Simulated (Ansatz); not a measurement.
# How fast states decay through ScTl2AgBr6

A new crystal, ScTl2AgBr6: structure, gap and complex bands. It is built by putting Tl for Rb, Br for F in the Rb2ScAgF6 structure of space group Fm-3m, with the volume rescaled by atomic radii. The parent structure comes from the Materials Project.

Main program and level: Ansatz 0.2.0; PBEsol DFT, plane waves, PAW files, in the first sound run; inputs show where later runs differ.

The structure was built from a prototype and need not be the compound's stable phase.

## Step 1: The starting structure

It takes space group Fm-3m (No. 225, cubic). The conventional cell has a = 9.581 Å, b = 9.581 Å, c = 9.581 Å, α = 90.00°, β = 90.00°, γ = 90.00°. Nearest to Tl lie 12 Br at 3.39 Å. Nearest to Sc lie 6 Br at 2.17 Å. Nearest to Ag lie 6 Br at 2.62 Å. Nearest to Br lie 1 Sc at 2.17 Å and 1 Ag at 2.62 Å and 4 Tl at 3.39 Å. It derives from Rb2ScAgF6. Tl for Rb, Br for F in the Rb2ScAgF6 structure of space group Fm-3m. Farther neighbours and most contacts between anions are not listed.

## Step 2: Cell and atoms at rest

The substituted atoms don't fit the parent's cell, so cell and atoms relax together. A small smearing keeps the run stable in case the gap closes on the way.

Contents of input.yaml:

```yaml
crystal:
  lattice:
    - [0.0, 4.7903501347, 4.7903501347]
    - [4.7903501347, 0.0, 4.7903501347]
    - [4.7903501347, 4.7903501347, 0.0]
  atoms:
    - { symbol: Tl, position: [0.75, 0.75, 0.75] }
    - { symbol: Tl, position: [0.25, 0.25, 0.25] }
    - { symbol: Sc, position: [0.0, 0.0, 0.0] }
    - { symbol: Ag, position: [0.5, 0.5, 0.5] }
    - { symbol: Br, position: [0.773497, 0.226503, 0.226503] }
    - { symbol: Br, position: [0.226503, 0.226503, 0.773497] }
    - { symbol: Br, position: [0.226503, 0.773497, 0.773497] }
    - { symbol: Br, position: [0.226503, 0.773497, 0.226503] }
    - { symbol: Br, position: [0.773497, 0.226503, 0.773497] }
    - { symbol: Br, position: [0.773497, 0.773497, 0.226503] }
kpoints:
  mp_grid: { grid: [4, 4, 4] }
scf:
  occupations: { method: gaussian, width: 0.03 }
hamiltonian:
  xc: pbesol
output:
  forces: true
  stress: true
relax:
  f_tol: 0.02
  max_steps: 60
  cell: {}
```

Run with:

```
ansatz run input.yaml --threads 2 --pin off --max-ram 4096MiB --backend cpu --events-out ev --progress --plain --runs-dir out
```

Numbers of over 12 decimals in the logs are rounded to 6 here.

Output:

```text
Engine: ansatz 0.2.0, aarch64-unknown-linux-gnu
Pseudopotentials: kind: paw
Pseudopotential: Tl, paw, valence charge 13, recommended cutoff 420 eV (normal), Tl.paw.azcp
Pseudopotential: Sc, paw, valence charge 11, recommended cutoff 420 eV (normal), Sc.paw.azcp
Pseudopotential: Ag, paw, valence charge 19, recommended cutoff 420 eV (normal), Ag.paw.azcp
Pseudopotential: Br, paw, valence charge 7, recommended cutoff 420 eV (normal), Br.paw.azcp
Functional definition: PBEsol
  exchange = pbesol_x
  correlation = pbesol_c
Crystal: 10 atoms, lattice volume = 219.853 Å³
Basis set: ecut = 420 eV, 4285 PW (Γ), exchange–correlation on 96×96×96 points (8 copies of the dense FFT grid, shifted against one another)
Bands: 59, of which v1, the nominal top of the filled ones, is band 49 counted from 1 (48 counted from 0)
Symmetry: 48 space group operations
Space group: Fm-3m (ITA 225), of the structure as read, at distance tolerance 6.0e-5 Å
k-points: 8 of 64
Non-local potential: Tl, projectors of the file, l = 0: 2, l = 1: 2, l = 2: 2, l = 3: 1
Non-local potential: Sc, projectors of the file, l = 0: 3, l = 1: 2, l = 2: 3, l = 3: 1
Non-local potential: Ag, projectors of the file, l = 0: 3, l = 1: 2, l = 2: 2, l = 3: 1
Non-local potential: Br, projectors of the file, l = 0: 2, l = 1: 2, l = 2: 2
PAW form: soft (Blöchl's): semilocal exchange-correlation on the pseudo side does not see the compensation charge
PAW frozen core: Tl, regenerated for the run's functional, and the local potential with it (the file was generated under x = pbe(κ = 0.804, μ = 0.219515), c = pbe(β = 0.066725))
PAW frozen core: Sc, regenerated for the run's functional, and the local potential with it (the file was generated under x = pbe(κ = 0.804, μ = 0.219515), c = pbe(β = 0.066725))
PAW frozen core: Ag, regenerated for the run's functional, and the local potential with it (the file was generated under x = pbe(κ = 0.804, μ = 0.219515), c = pbe(β = 0.066725))
PAW frozen core: Br, regenerated for the run's functional, and the local potential with it (the file was generated under x = pbe(κ = 0.804, μ = 0.219515), c = pbe(β = 0.066725))
PAW one-centre angular grid: Tl, 590 points (default); XC on 64 Gauss nodes
PAW one-centre angular grid: Sc, 590 points (default); XC on 64 Gauss nodes
PAW one-centre angular grid: Ag, 590 points (default); XC on 64 Gauss nodes
PAW one-centre angular grid: Br, 110 points (default); XC on 64 Gauss nodes
Initial density: superposition of atomic densities (neutral atoms: chi_scale 0, normalization atom), corrected by the library's trained network
Initial wavefunctions: pseudopotential atomic-orbital guess
Functional: x = pbesol(κ = 0.804, μ = 0.123457), c = pbesol(β = 0.046)
SCF iter   1: F=—  HF=-48645.191230 eV  |F-HF|=—  |Δ(HF+E_count)|=         —  Δρ=3.89e-3  dr2=9.34e-2  ethr=1.77e-3  ⟨swp⟩=9.5  Hψ=2108  notcnv=0  defer=1
preconditioner: auto → Resta (q_TF=auto, 2.385 Å⁻¹)  ε∞=5.5  [insulator: Δε(μ)=2.138 eV  Ē_g=10.675 eV  σ=0.030 eV  W_gap=1.00  n_scr=58 (ndim 8)  ℏωp=22.7 eV  f_vac=0.000  D(μ)=0.00/eV (n_scr^D=0)  ε∞_Penn≈5.5]
SCF iter   2: F=—  HF=-48645.174647 eV  |F-HF|=—  |Δ(HF+E_count)|=   1.66e-2  Δρ=2.01e-3  dr2=1.86e-2  ethr=9.53e-5  ⟨swp⟩=2.6  Hψ=886  notcnv=0  defer=39
SCF iter   3: F=—  HF=-48645.169315 eV  |F-HF|=—  |Δ(HF+E_count)|=   5.33e-3  Δρ=8.74e-4  dr2=4.20e-3  ethr=1.90e-5  ⟨swp⟩=2.4  Hψ=763  notcnv=0  defer=39
SCF iter   4: F=—  HF=-48645.167997 eV  |F-HF|=—  |Δ(HF+E_count)|=   1.32e-3  Δρ=2.62e-4  dr2=2.08e-4  ethr=4.29e-6  ⟨swp⟩=2.2  Hψ=690  notcnv=0  defer=39
SCF iter   5: F=—  HF=-48645.167963 eV  |F-HF|=—  |Δ(HF+E_count)|=   3.34e-5  Δρ=1.08e-4  dr2=2.22e-5  ethr=2.12e-7  ⟨swp⟩=2.0  Hψ=821  notcnv=0  defer=39
SCF iter   6: F=—  HF=-48645.167793 eV  |F-HF|=—  |Δ(HF+E_count)|=   1.70e-4  Δρ=3.79e-5  dr2=3.31e-6  ethr=2.26e-8  ⟨swp⟩=2.0  Hψ=838  notcnv=0  defer=39
SCF iter   7: F=—  HF=-48645.167793 eV  |F-HF|=—  |Δ(HF+E_count)|=   1.91e-7  Δρ=8.17e-6  dr2=1.02e-7  ethr=3.38e-9  ⟨swp⟩=2.0  Hψ=813  notcnv=0  defer=39
SCF iter   8: F=-48645.167793 eV  HF=-48645.167793 eV  |F-HF|=1.51e-9  |Δ(HF+E_count)|=   6.20e-8  Δρ=1.27e-6  dr2=4.31e-9  ethr=1.02e-10  ⟨swp⟩=4.6  Hψ=1623  notcnv=0
SCF 1 converged in 8 iterations: F = -48645.167793 eV  dr2 = 4.31e-9
  greatest PAW one-centre occupation: 1.001 electrons in one spin orbital (limit 2), on the Sc atom at site 2 (counted from 0), in its partial waves of l = 1
relax step   1: F+E_penalty+E_count = -48645.16779329 eV  Δ(F+E_penalty+E_count) = +0.000e0 eV  max|allowed force component| = 7.429e0 eV/Å  Δτ_max = 0.0000 Å  P = +31.363 GPa  Ω = 219.853 Å³  (8 SCF iters, dr2 threshold 1.00e-7 eV, accepted)
Crystal: 10 atoms, lattice volume = 253.322 Å³
Basis set: ecut = 420 eV, 4957 PW (Γ), exchange–correlation on 96×96×96 points (8 copies of the dense FFT grid, shifted against one another)
Initial density: handed on by an earlier stage of this run
Initial wavefunctions: those handed on with the density
iter 1 solved again at ethr=2.00e-3 eV; its pass at ethr=3.10e-3 eV (dr2=1.96e0 eV) is discarded
SCF iter   1: F=—  HF=-48653.306238 eV  |F-HF|=—  |Δ(HF+E_count)|=         —  Δρ=1.80e-2  dr2=1.96e0  ethr=2.00e-3  ⟨swp⟩=1.0  Hψ=2671  notcnv=0
preconditioner: auto → Resta (q_TF=auto, 2.329 Å⁻¹)  ε∞=5.1  [insulator: Δε(μ)=1.877 eV  Ē_g=10.436 eV  σ=0.030 eV  W_gap=1.00  n_scr=58 (ndim 8)  ℏωp=21.1 eV  f_vac=0.013  D(μ)=0.00/eV (n_scr^D=0)  ε∞_Penn≈5.1]
SCF iter   2: F=—  HF=-48652.821555 eV  |F-HF|=—  |Δ(HF+E_count)|=   4.85e-1  Δρ=5.49e-3  dr2=1.79e-1  ethr=2.00e-3  ⟨swp⟩=3.4  Hψ=1039  notcnv=0  defer=3
SCF iter   3: F=—  HF=-48652.769423 eV  |F-HF|=—  |Δ(HF+E_count)|=   5.21e-2  Δρ=2.56e-3  dr2=3.15e-2  ethr=1.83e-4  ⟨swp⟩=3.0  Hψ=845  notcnv=0  defer=26
SCF iter   4: F=—  HF=-48652.760509 eV  |F-HF|=—  |Δ(HF+E_count)|=   8.91e-3  Δρ=1.08e-3  dr2=3.58e-3  ethr=3.21e-5  ⟨swp⟩=2.0  Hψ=855  notcnv=0  defer=37
SCF iter   5: F=—  HF=-48652.759865 eV  |F-HF|=—  |Δ(HF+E_count)|=   6.44e-4  Δρ=3.51e-4  dr2=3.72e-4  ethr=3.65e-6  ⟨swp⟩=2.0  Hψ=823  notcnv=0  defer=37
SCF iter   6: F=—  HF=-48652.759849 eV  |F-HF|=—  |Δ(HF+E_count)|=   1.58e-5  Δρ=1.25e-4  dr2=8.56e-5  ethr=3.80e-7  ⟨swp⟩=2.0  Hψ=815  notcnv=0  defer=38
SCF iter   7: F=—  HF=-48652.759849 eV  |F-HF|=—  |Δ(HF+E_count)|=   2.35e-7  Δρ=2.81e-5  dr2=4.05e-6  ethr=8.73e-8  ⟨swp⟩=2.0  Hψ=797  notcnv=0  defer=38
SCF iter   8: F=-48652.759850 eV  HF=-48652.759850 eV  |F-HF|=2.34e-9  |Δ(HF+E_count)|=   8.74e-7  Δρ=5.42e-6  dr2=1.69e-7  ethr=1.02e-9  ⟨swp⟩=5.0  Hψ=1633  notcnv=0
SCF 2 converged in 8 iterations: F = -48652.759850 eV  dr2 = 1.69e-7
[...]
SCF iter   2: F=—  HF=-48653.832079 eV  |F-HF|=—  |Δ(HF+E_count)|=   1.22e-1  Δρ=2.49e-3  dr2=2.68e-2  ethr=6.02e-4  ⟨swp⟩=3.0  Hψ=897  notcnv=0  defer=5
SCF iter   3: F=—  HF=-48653.824692 eV  |F-HF|=—  |Δ(HF+E_count)|=   7.39e-3  Δρ=1.19e-3  dr2=7.21e-3  ethr=2.74e-5  ⟨swp⟩=2.0  Hψ=763  notcnv=0  defer=14
SCF iter   4: F=—  HF=-48653.822647 eV  |F-HF|=—  |Δ(HF+E_count)|=   2.04e-3  Δρ=4.25e-4  dr2=8.20e-4  ethr=7.36e-6  ⟨swp⟩=2.2  Hψ=747  notcnv=0  defer=14
SCF iter   5: F=—  HF=-48653.822400 eV  |F-HF|=—  |Δ(HF+E_count)|=   2.47e-4  Δρ=2.02e-4  dr2=1.20e-4  ethr=8.37e-7  ⟨swp⟩=2.0  Hψ=849  notcnv=0  defer=14
SCF iter   6: F=—  HF=-48653.822412 eV  |F-HF|=—  |Δ(HF+E_count)|=   1.23e-5  Δρ=4.22e-5  dr2=4.23e-6  ethr=1.23e-7  ⟨swp⟩=2.0  Hψ=838  notcnv=0  defer=14
SCF iter   7: F=-48653.822420 eV  HF=-48653.822420 eV  |F-HF|=3.81e-7  |Δ(HF+E_count)|=   7.21e-6  Δρ=7.64e-6  dr2=2.70e-7  ethr=1.02e-9  ⟨swp⟩=5.0  Hψ=1787  notcnv=0
SCF 3 converged in 7 iterations: F = -48653.822420 eV  dr2 = 2.70e-7
relax step   3: F+E_penalty+E_count = -48653.82241989 eV  Δ(F+E_penalty+E_count) = -1.063e0 eV  max|allowed force component| = 4.715e-1 eV/Å  Δτ_max = 0.0321 Å  P = +2.518 GPa  Ω = 286.164 Å³  energy of the carried Pulay correction = -1.203e-2 eV  (7 SCF iters, dr2 threshold 1.00e-6 eV, accepted)
[...]
relax step   4: F+E_penalty+E_count = -48653.95344461 eV  Δ(F+E_penalty+E_count) = -1.310e-1 eV  max|allowed force component| = 1.851e-1 eV/Å  Δτ_max = 0.0089 Å  P = +0.630 GPa  Ω = 297.984 Å³  energy of the carried Pulay correction = -1.385e-2 eV  (6 SCF iters, dr2 threshold 1.00e-6 eV, accepted)
[...]
relax step   5: F+E_penalty+E_count = -48653.96619685 eV  Δ(F+E_penalty+E_count) = -1.275e-2 eV  max|allowed force component| = 4.639e-2 eV/Å  Δτ_max = 0.0069 Å  P = +0.026 GPa  Ω = 301.975 Å³  energy of the carried Pulay correction = -1.445e-2 eV  (6 SCF iters, dr2 threshold 1.00e-6 eV, accepted)
[...]
relax step   6: F+E_penalty+E_count = -48653.96673377 eV  Δ(F+E_penalty+E_count) = -5.369e-4 eV  max|allowed force component| = 1.026e-3 eV/Å  Δτ_max = 0.0034 Å  P = -0.004 GPa  Ω = 301.933 Å³  energy of the carried Pulay correction = -1.444e-2 eV  (5 SCF iters, dr2 threshold 1.35e-7 eV, accepted)
[...]
relax step   7: F+E_penalty+E_count = -48653.99889947 eV  Δ(F+E_penalty+E_count) = -3.217e-2 eV  max|allowed force component| = 1.361e-3 eV/Å  Δτ_max = 0.0000 Å  P = +0.227 GPa  Ω = 301.933 Å³  stress off target by 2.27e-1 GPa  SCF on the basis re-selected at this cell (its energy is not comparable with the rows above)  (8 SCF iters)
[...]
relax step   8: F+E_penalty+E_count = -48654.00012671 eV  Δ(F+E_penalty+E_count) = -1.227e-3 eV  max|allowed force component| = 1.343e-3 eV/Å  Δτ_max = 0.0011 Å  P = +0.027 GPa  Ω = 303.796 Å³  energy of the carried Pulay correction = -2.393e-4 eV  (6 SCF iters, dr2 threshold 1.29e-7 eV, accepted)
iter 1 solved again at ethr=1.34e-7 eV; its pass at ethr=3.10e-3 eV (dr2=1.31e-4 eV) is discarded
SCF iter   1: F=—  HF=-48654.000442 eV  |F-HF|=—  |Δ(HF+E_count)|=         —  Δρ=9.09e-6  dr2=4.60e-8  ethr=1.34e-7  ⟨swp⟩=4.5  Hψ=3534  notcnv=0
eigensolver tolerance schedule: the retry pair's looser diagonalisation over-reported the residual by 2851.66 of it (diagonalisation noise at 0.14 of the residual, at the tolerance the schedule requests for it); recorded, not acted on — ethr = c·dr2/N_el stays at c = 1.0e-1
preconditioner: auto → Resta (q_TF=auto, 2.259 Å⁻¹)  ε∞=5.1  [insulator: Δε(μ)=2.539 eV  Ē_g=9.507 eV  σ=0.030 eV  W_gap=1.00  n_scr=58 (ndim 8)  ℏωp=19.3 eV  f_vac=0.021  D(μ)=0.00/eV (n_scr^D=0)  ε∞_Penn≈5.1]
SCF iter   2: F=—  HF=-48654.000371 eV  |F-HF|=—  |Δ(HF+E_count)|=   7.11e-5  Δρ=4.57e-6  dr2=1.40e-8  ethr=4.69e-11  ⟨swp⟩=3.0  Hψ=1113  notcnv=0
SCF iter   3: F=—  HF=-48654.000371 eV  |F-HF|=—  |Δ(HF+E_count)|=   1.75e-7  Δρ=1.03e-6  dr2=1.84e-9  ethr=1.43e-11  ⟨swp⟩=2.0  Hψ=668  notcnv=0
SCF iter   4: F=—  HF=-48654.000371 eV  |F-HF|=—  |Δ(HF+E_count)|=   4.62e-9  Δρ=2.70e-7  dr2=2.85e-10  ethr=1.88e-12  ⟨swp⟩=2.0  Hψ=860  notcnv=0
SCF iter   5: F=-48654.000371 eV  HF=-48654.000371 eV  |F-HF|=6.55e-11  |Δ(HF+E_count)|=  5.60e-10  Δρ=1.38e-7  dr2=8.21e-11  ethr=1.00e-12  ⟨swp⟩=4.4  Hψ=1564  notcnv=0
SCF 9 converged in 5 iterations: F = -48654.000371 eV  dr2 = 8.21e-11
relax step   9: F+E_penalty+E_count = -48654.00037136 eV  Δ(F+E_penalty+E_count) = -2.446e-4 eV  max|allowed force component| = 1.346e-3 eV/Å  Δτ_max = 0.0000 Å  P = +0.026 GPa  Ω = 303.796 Å³  stress off target by 2.61e-2 GPa  SCF on the basis re-selected at this cell (its energy is not comparable with the rows above)  (5 SCF iters)
basis re-selected at this cell: Δ(F+E_penalty+E_count) = -2.446e-4 eV, ΔP = -0.001 GPa vs the last step (what re-selecting the basis moved, of the pressure what is left beyond the Pulay correction that the steps carried, after the strain that the cell walked since its last selection, with what the two solves' SCF thresholds leave and, on support functions, any second-order correction that the steps lacked; it is no m [...]
SCF converged after 5 iterations
Free energy (F): -48654.000371 eV
Harris-Foulkes:  -48654.000371 eV  (|F-HF|=6.55e-11)
Internal energy: -48654.000371 eV  (E = F + TS)
E sigma→0 (E₀):  -48654.000371 eV
Fermi energy:    5.746929 eV
--- Per-component energies (eV) ---
  E_band       = -807.766837
  E_kinetic    = 2252.512366
  E_local      = -8591.554345  (includes V_loc(G=0)·N_el)
  E_nonlocal   = 1231.326884
  E_hartree    = 3354.497892
  E_xc         = -2313.197977
  E_vxc        = -1268.705175  (∫ρ·V_xc dr)
  E_paw        = -38016.446086  (= ΣΔE_a)
  E_vpaw       = -1140.343180  (= ΣTr[D̂ρ^β])
  E_aug_tail   = 0.000365  (compensation charges beyond the density's cutoff)
  E_ewald      = -6572.221388
  E_core_change = 1.081916  (= ΣΔE_core)
  E_smearing   = -0.000000  (= −TS)
  E_closure    = 0.000000  (closes the sum)
  Σ components = -48654.000371   (vs F -48654.000371, Δ=0.00e0)
--- Forces (eV/Å), atoms counted from 1 ---
  atom   1  Tl     0.00000000     0.00000000     0.00000000
  atom   2  Tl    -0.00000000    -0.00000000    -0.00000000
  atom   3  Sc     0.00000000    -0.00000000     0.00000000
  atom   4  Ag     0.00000000     0.00000000     0.00000000
  atom   5  Br    -0.00134617     0.00000000     0.00000000
  atom   6  Br     0.00000000     0.00000000    -0.00134617
  atom   7  Br     0.00134617     0.00000000    -0.00000000
  atom   8  Br     0.00000000    -0.00134617     0.00000000
  atom   9  Br    -0.00000000     0.00134617    -0.00000000
  atom  10  Br    -0.00000000    -0.00000000     0.00134617
  max |Σ_I F_I| component: 2.72e-17 eV/Å
--- Stress (GPa, compression-positive) ---
        0.026140      -0.000000      -0.000000
       -0.000000       0.026140      -0.000000
       -0.000000      -0.000000       0.026140
  P = ⅓ Tr σ = 0.0261 GPa (0.261 kbar)
--- Relaxed structure (7 steps of the walk, 7 accepted, 2 SCFs on fresh bases) ---
  F+E_penalty+E_count = -48654.00037136 eV   max|allowed force component| = 1.346e-3 eV/Å   (the final SCF, on the basis selected at the relaxed cell)
  cell:  # Å, volume = 303.7957 Å³
    - [0, 5.335608, 5.335608]
    - [5.335608, 0, 5.335608]
    - [5.335608, 5.335608, 0]
  atoms:
    - { symbol: Tl, position: [0.75, 0.75, 0.75] }
    - { symbol: Tl, position: [0.25, 0.25, 0.25] }
    - { symbol: Sc, position: [-5.160334597174006e-19, -8.600557661956648e-19, 6.970978315480675e-19] }
    - { symbol: Ag, position: [0.5, 0.5, 0.5] }
    - { symbol: Br, position: [0.755797, 0.244203, 0.244203] }
    - { symbol: Br, position: [0.244203, 0.244203, 0.755797] }
    - { symbol: Br, position: [0.244203, 0.755797, 0.755797] }
    - { symbol: Br, position: [0.244203, 0.755797, 0.244203] }
    - { symbol: Br, position: [0.755797, 0.244203, 0.755797] }
    - { symbol: Br, position: [0.755797, 0.755797, 0.244203] }
```

Elapsed: 35 s, on 2 threads of Arm Neoverse V1, shared host; peak memory 0.7 GiB.

The steps of the relaxation:

```csv
step,energy less that of the first step (eV),largest force component (eV/Å),pressure (GPa),volume (Å³)
1,0.0000,7.4287,31.36,219.85
2,-7.5921,0.2698,9.45,253.32
3,-8.6546,0.4715,2.52,286.16
4,-8.7857,0.1851,0.63,297.98
5,-8.7984,0.0464,0.03,301.97
6,-8.7989,0.0010,0.00,301.93
7*,-8.8311,0.0014,0.23,301.93
8,-8.8323,0.0013,0.03,303.80
9*,-8.8326,0.0013,0.03,303.80
```

Relaxation steps marked * repeat the geometry before them on a plane-wave basis chosen anew for their cell, so energy and pressure can jump there.

The run keeps the 48 symmetry operations that it works with, so distortions that break them were not tested.

```
conventional cell, symmetrised  before   after   change
                         a (Å)   9.581  10.671  +11.4 %
                         b (Å)   9.581  10.671  +11.4 %
                         c (Å)   9.581  10.671  +11.4 %
              volume (Å³/atom)   21.99   30.38  +38.2 %
```

The atoms that moved most (Å, as changes of fractional coordinates times the final cell):

```
atom      dx      dy      dz  length
 Br6   0.000   0.000   0.189   0.189
 Br7  -0.189   0.000   0.000   0.189
 Br8   0.000   0.189   0.000   0.189
 Br9   0.000  -0.189   0.000   0.189
Br10   0.000   0.000  -0.189   0.189
 Br5   0.189   0.000   0.000   0.189
```

Final coordinates:

```cif
data_structure
_symmetry_space_group_name_H-M 'P 1'
_symmetry_Int_Tables_number 1
_cell_length_a 7.5457
_cell_length_b 7.5457
_cell_length_c 7.5457
_cell_angle_alpha 60.000
_cell_angle_beta 60.000
_cell_angle_gamma 60.000
_cell_volume 303.80
loop_
_atom_site_label
_atom_site_type_symbol
_atom_site_fract_x
_atom_site_fract_y
_atom_site_fract_z
_atom_site_occupancy
Tl1 Tl 0.75000 0.75000 0.75000 1
Tl2 Tl 0.25000 0.25000 0.25000 1
Sc3 Sc 0.00000 0.00000 0.00000 1
Ag4 Ag 0.50000 0.50000 0.50000 1
Br5 Br 0.75580 0.24420 0.24420 1
Br6 Br 0.24420 0.24420 0.75580 1
Br7 Br 0.24420 0.75580 0.75580 1
Br8 Br 0.24420 0.75580 0.24420 1
Br9 Br 0.75580 0.24420 0.75580 1
Br10 Br 0.75580 0.75580 0.24420 1
```

Numbers from this step:

| Item | Value |
| --- | --- |
| free energy | -48654.0004 eV |
| Fermi energy | 5.747 eV |
| pressure | 0.02614 GPa |

The largest force component on a free atom ends at 0.0013 eV/Å.

(Continued in part 2 of 3.)

[Logs are printed without paths, hosts, clocks, repeated set-up lines and the standing remarks that a program may print on its own settings, such as how far it seeks lower states.]

[Hosts, paths, dates, database ids (printed as entryN), source tags and the programs' standing remarks are cut or masked in the printed files.]

[New means built here by substitution; the compound itself may be known and measured.]
